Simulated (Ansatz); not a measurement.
Planning a run of Ansatz 0.2.0 on NaFeN (P6_3mc). The input:

```yaml
crystal:
  lattice:
    - [2.9494066998, 0.0, 0.0]
    - [-1.4747033499, 2.5542611281, 0.0]
    - [0.0, 0.0, 9.5808148524]
  atoms:
    - { symbol: Na, position: [0.6666666667, 0.3333333333, 0.7628827761] }
    - { symbol: Na, position: [0.3333333333, 0.6666666667, 0.2628827761] }
    - { symbol: Fe, position: [0.0, 0.0, 0.5160714301] }
    - { symbol: Fe, position: [0.0, 0.0, 0.0160714301] }
    - { symbol: "N", position: [0.3333333333, 0.6666666667, 0.5656857939] }
    - { symbol: "N", position: [0.6666666667, 0.3333333333, 0.0656857939] }
kpoints:
  mp_grid: { grid: [6, 6, 2] }
  band_path:
    path:
      - [0.0, 0.0, 0.0]
      - [0.5, 0.0, 0.0]
      - [0.33333333, 0.33333333, 0.0]
      - [0.0, 0.0, 0.5]
      - [0.5, 0.0, 0.5]
      - [0.33333333, 0.33333333, 0.5]
      - [0.1666666667, 0.1666666667, 0.0]
    npoints: 1
hamiltonian:
  xc: hse06
  pseudopotentials: { kind: paw, azcp: { folder: soft_1 } }
scf:
  occupations: { method: fixed }
  n_extra_bands: 6
output:
  eigenvalues: true
```

```sh
ansatz run input.yaml --threads 2 --pin off --max-ram 92160MiB --backend cuda --events-out ev --progress --plain --runs-dir out --devices 1 --max-vram 13GiB
```

How long will it take on 1 × NVIDIA H100 80GB HBM3 (shared by 6 runs) with 2 threads of AMD EPYC 7R13 (Zen 3), shared host, and how much memory?

It took 30 s; on shared hardware allow 15 s to 60 s. Peak host memory was 1.3 GiB. The sizes that set the cost: 1389 plane waves a state, 14 irreducible k points and 23 SCF cycles.

Exact exchange couples every pair of k points and filled bands, so it costs far more than a semilocal run.

[Paths, hosts, dates, memory and timing lines, banners, echoed tables and standing remarks are left out of the program output.]

[Logs are printed without paths, hosts, clocks, repeated set-up lines and the standing remarks that a program may print on its own settings, such as how far it seeks lower states.]

[Runs of the session that timed out or met a known fault of the program may be left out.]

[Cells called generated may have been cut or substituted from an entry of the Crystallography Open Database or the Materials Project.]

[Hosts, paths, dates, database ids (printed as entryN), source tags and the programs' standing remarks are cut or masked in the printed files.]
